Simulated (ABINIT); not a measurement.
An input for ABINIT 10.8.3 (RbBH4 (F-43m)):

```
acell 3*1.0 Angstrom
rprim 
  -0.000000000000 3.453240220000 3.453240220000
  3.453240220000 -0.000000000000 3.453240220000
  3.453240220000 3.453240220000 -0.000000000000
ntypat 3
znucl 37 5 1
natom 6
typat 1 2 3 3 3 3
xred 
  0.000000000000 0.000000000000 0.000000000000
  0.500000000000 0.500000000000 0.500000000000
  0.602415200000 0.602415200000 0.602415200000
  0.192754400000 0.602415200000 0.602415200000
  0.602415200000 0.602415200000 0.192754400000
  0.602415200000 0.192754400000 0.602415200000
pp_dirpath "pseudos"
pseudos "Rb.upf, B.upf, H.upf"
ecut 34
ngkpt 6 6 6
nshiftk 1
shiftk 0 0 0
kptopt 1
chksymbreak 0
nband 15
occopt 1
tolvrs 1e-10
nstep 60
prtwf 0
optforces 0
optstress 0
indata_prefix "in"
outdata_prefix "out"
tmpdata_prefix "tmp"
```

```sh
OMP_NUM_THREADS=1 mpirun -n 4 abinit run.abi > log
```

Estimate wall time and host memory on 4 MPI ranks of Arm Neoverse N1, shared host.

It took 28 s; on shared hardware allow 14 s to 56 s. Peak host memory was 0.36 GiB.

[Paths, hosts, dates, memory and timing lines, banners, echoed tables and standing remarks are left out of the program output.]

[Logs are printed without paths, hosts, clocks, repeated set-up lines and the standing remarks that a program may print on its own settings, such as how far it seeks lower states.]

[Runs of the session that timed out or met a known fault of the program may be left out.]

[Hosts, paths, dates, database ids (printed as entryN), source tags and the programs' standing remarks are cut or masked in the printed files.]

[G0W0 gaps are taken among the corrected bands and points alone; a level outside them can change the order at an edge.]

[Where Ansatz stands beside ABINIT at settings called matched, ABINIT's density can come from a denser mesh and the files from another edition; pairs whose starting gaps differed by over 0.03 eV were left out, so agreement reads better than it is.]
